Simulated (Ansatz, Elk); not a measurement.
## Bonding as seen by X-rays: CoAgS2

The structure of CoAgS2 used here is made up (a known structure type with other elements) and was relaxed beforehand with PBE. The aim is the Fourier transform of its all-electron density, F(hkl), set beside the sum over free spherical atoms that refinements use.

Main program and level: Elk 11.2.3 (patched build); DFT, PBE, all-electron APW+lo, Dirac cores, scalar-relativistic bands, static density, no spin.

This account leaves out most program logs.

The structure was built from a prototype and need not be the compound's stable phase.

### 1. The structure

The structure is hexagonal, space group P6_3/mmc (No. 194). Conventional cell: a = 3.373 Å, b = 3.373 Å, c = 14.153 Å, α = 90.00°, β = 90.00°, γ = 120.00°. Nearest to Ag lie 2 S at 2.40 Å. Nearest to Co lie 6 S at 2.25 Å. Nearest to S lie 3 Co at 2.25 Å and 1 Ag at 2.40 Å. Farther neighbours and most contacts between anions are not listed.

### 2. Ground state and structure factors

An all-electron density is needed, since X-rays see the cores too. Task 0 finds the density and task 195 Fourier-transforms it; tshift is off so that phases refer to the origin typed.

Input file elk.in:

```
tasks
  0
  195

xctype
  20

spinpol
  .false.

rgkmax
  7.0

gmaxvr
  14.0

lmaxo
  7

lmaxapw
  8

swidth
  0.002

tshift
  .false.

ramdisk
  .false.

hmaxvr
  5.5

maxscl
  120

epspot
  1e-06

sppath
  './'

avec
  6.37494500122 0.00000000000 0.00000000000
  -3.18747250061 5.52086431879 0.00000000000
  0.00000000000 0.00000000000 26.74442231004

atoms
  3
  'Ag.in'
  2
  0.3333333333 0.6666666667 0.2500000000   0.000000 0.000000 0.000000
  0.6666666667 0.3333333333 0.7500000000   0.000000 0.000000 0.000000
  'Co.in'
  2
  -0.0000000000 -0.0000000000 0.0000000000   0.000000 0.000000 0.000000
  0.0000000000 0.0000000000 0.5000000000   0.000000 0.000000 0.000000
  'S.in'
  4
  0.3333333333 0.6666666667 0.0800789682   0.000000 0.000000 0.000000
  0.6666666667 0.3333333333 0.5800789682   0.000000 0.000000 0.000000
  0.6666666667 0.3333333333 0.9199210318   0.000000 0.000000 0.000000
  0.3333333333 0.6666666667 0.4199210318   0.000000 0.000000 0.000000

ngridk
  8 8 2
```

On the command line:

```sh
$ OMP_NUM_THREADS=4 elk
```

Wall time 33 s (4 threads of AMD EPYC 9B45 (Zen 5), shared host); peak memory 0.32 GiB.

SFACRHO.OUT:

```text

h k l indices transformed by vhmat matrix:
   1.000000000       0.000000000       0.000000000    
   0.000000000       1.000000000       0.000000000    
   0.000000000       0.000000000       1.000000000    

      h      k      l  multipl.   |H|            Re(F)            Im(F)           |F|

      0      0      0      1   0.0000000       212.00000      0.15789475E-15   212.00000    
      0      0     -1      2  0.23493442      0.32657053E-14 -0.32657053E-14  0.46184047E-14
      0      0     -2      2  0.46986884      -6.5441621      0.48985579E-14   6.5441621    
      0      0     -3      2  0.70480326     -0.28166708E-13 -0.65314106E-14  0.28914058E-13
      0      0      4      2  0.93973767       107.77519     -0.13062821E-13   107.77519    
     -1      0      0      6   1.1380800      -19.196229     -0.65314106E-14   19.196229    
      0     -1     -1      6   1.1620759       88.408568     -0.35106332E-13   88.408568    
     -1      1      1      6   1.1620759      -88.408568     -0.68579811E-13   88.408568    
      0      0      5      2   1.1746721     -0.66946958E-13 -0.31024200E-13  0.73786152E-13
      0      1     -2      6   1.2312607       69.925138      0.29391348E-13   69.925138    
      0      1      2      6   1.2312607       69.925138      0.14899780E-13   69.925138    
      1     -1     -3      6   1.3386462       27.050920     -0.32657053E-13   27.050920    
     -1      0      3      6   1.3386462      -27.050920      0.40821316E-14   27.050920    
      0      0     -6      2   1.4096065      -76.293257      0.15512100E-13   76.293257    
      0      1      4      6   1.4759177       12.918177     -0.27758495E-13   12.918177    
     -1      0     -4      6   1.4759177       12.918177      0.41841849E-14   12.918177    
      0      1     -5      6   1.6355674      -81.472395      0.40821316E-14   81.472395    
      1      0     -5      6   1.6355674       81.472395      0.17961379E-13   81.472395
```

Elk indexes on the primitive cell of elk.in and gives |H| = 4π sin θ/λ in inverse bohr. Below, one row stands for each form hkl of the conventional cell (m members, Friedel mates merged), F is for one primitive cell and the density is static (no thermal factor). Free-atom factors are Waasmaier and Kirfel's, and R is Σm||F|−|F'||/Σm|F|.

```csv
hkl,m,sin θ/λ (Å⁻¹),"abs F, DFT",neutral atoms,diff.
001,2,0.035,0.000,0.000,+0.000
002,2,0.071,6.544,7.086,-0.542
003,2,0.106,0.000,0.000,+0.000
004,2,0.141,107.775,107.773,+0.002
100,6,0.171,19.196,19.511,-0.314
101,12,0.175,88.409,88.472,-0.064
005,2,0.177,0.000,0.000,+0.000
102,12,0.185,69.925,69.966,-0.041
103,12,0.201,27.051,27.659,-0.608
006,2,0.212,76.293,76.379,-0.086
104,12,0.222,12.918,12.849,+0.069
105,12,0.246,81.472,81.671,-0.199
007,2,0.247,0.000,0.000,+0.000
106,12,0.272,89.562,89.997,-0.435
008,2,0.283,79.018,79.616,-0.598
110,6,0.296,136.607,137.238,-0.631
111,12,0.298,0.000,0.000,+0.000
107,12,0.301,67.537,67.691,-0.153
```

### 3. The highest occupied states alone

An energy window below the Fermi level keeps the highest occupied states, to see at which angles they scatter; shallow core shells can lie inside it and anion s states outside. No new self-consistency is needed.

elk.in: that of step 2 with these lines changed.

```diff
@@ -1,3 +1,2 @@
 tasks
-  0
   195
@@ -40,2 +39,5 @@
 
+wsfac
+  -0.146350 0.521140
+
 sppath
```

On the command line:

```sh
$ OMP_NUM_THREADS=4 elk
```

Elapsed: 8.9 s, on 4 threads; peak memory 0.23 GiB; 11 s of CPU time.

States within 10 eV below the Fermi level hold 56.00 electrons; any levels below the window count with the cores. Their amplitudes can exceed the total, where window and core parts have opposite phase:

```csv
hkl,sin θ/λ (Å⁻¹),"abs F, window","abs F, all"
001,0.035,0.000,0.000
002,0.071,3.974,6.544
003,0.106,0.000,0.000
004,0.141,22.895,107.775
100,0.171,2.033,19.196
101,0.175,12.765,88.409
005,0.177,0.000,0.000
102,0.185,14.574,69.925
103,0.201,4.789,27.051
006,0.212,3.985,76.293
```

### 4. Another functional

The difference from free atoms is small, so it is set against the change that LDA (Perdew-Wang) makes.

elk.in: that of step 3 with these lines changed.

```diff
@@ -1,2 +1,3 @@
 tasks
+  0
   195
@@ -4,3 +5,3 @@
 xctype
-  20
+  3
 
@@ -39,5 +40,2 @@
 
-wsfac
-  -0.146350 0.521140
-
 sppath
```

On the command line:

```sh
$ OMP_NUM_THREADS=4 elk
```

Run time: 21 s. Hardware: 4 threads; peak memory 0.26 GiB.

Against the first run R = 0.07 %; the largest change is -0.100 at 006.

### 5. A coarser k-mesh

About half the k-points along each axis test the sampling.

elk.in: that of step 4 with these lines changed.

```diff
@@ -5,3 +5,3 @@
 xctype
-  3
+  20
 
@@ -66,2 +66,2 @@
 ngridk
-  8 8 2
+  4 4 1
```

On the command line:

```sh
$ OMP_NUM_THREADS=4 elk
```

Elapsed: 17 s, on 4 threads; peak memory 0.3 GiB; 33 s of CPU time.

Against the first run R = 0.01 %; the largest change is +0.015 at 006.

### 6. Settings against the effect

```csv
run,R against the first run (%),"R against neutral atoms, low angle (%)",wall time
"PBE, rgkmax 7",0.00,0.43,33 s
LDA (Perdew-Wang),0.07,0.47,21 s
k-mesh 4×4×1,0.01,0.42,17 s
```

### 7. Results

```yaml
r_against_neutral_atoms_sin_theta_lambda_0p3_a_minus1: 0.43 %
r_against_neutral_atoms_0p3_to_0p75_a_minus1: 0.43 %
```

Independent neutral atoms miss the calculated amplitudes by R = 0.43 % below 0.3 Å⁻¹ and 0.43 % from there to 0.75 Å⁻¹; by shells, 0.48 % below 0.15 Å⁻¹ (2 forms), 0.42 % 0.15 to 0.3 (10 forms), 0.44 % 0.3 to 0.45 (20 forms), 0.43 % above 0.45 (90 forms). Bonding, aspherical density and the tables' own atoms all enter these figures, and the runs don't part them. The largest change of an amplitude is +0.82 electrons, at 0 0 10. The window's part falls from 56.0 electrons at the origin to at most 3.49 between 0.45 and 0.75 Å⁻¹, where compact states inside the window still scatter. Below 0.3 Å⁻¹ the changes that finished (LDA (Perdew-Wang) and k-mesh 4×4×1) move F by R = 0.04 % at most, against the 0.43 % that separates it from free atoms. The basis has no finished test. These runs have no spin, though d or f shells may be open. Part of the difference isn't bonding: the tables are fits to free atoms and ions calculated by other methods than this functional. Thermal motion, anomalous dispersion and extinction are left out.

[Logs are printed without paths, hosts, clocks, repeated set-up lines and the standing remarks that a program may print on its own settings, such as how far it seeks lower states.]

[Hosts, paths, dates, database ids (printed as entryN), source tags and the programs' standing remarks are cut or masked in the printed files.]
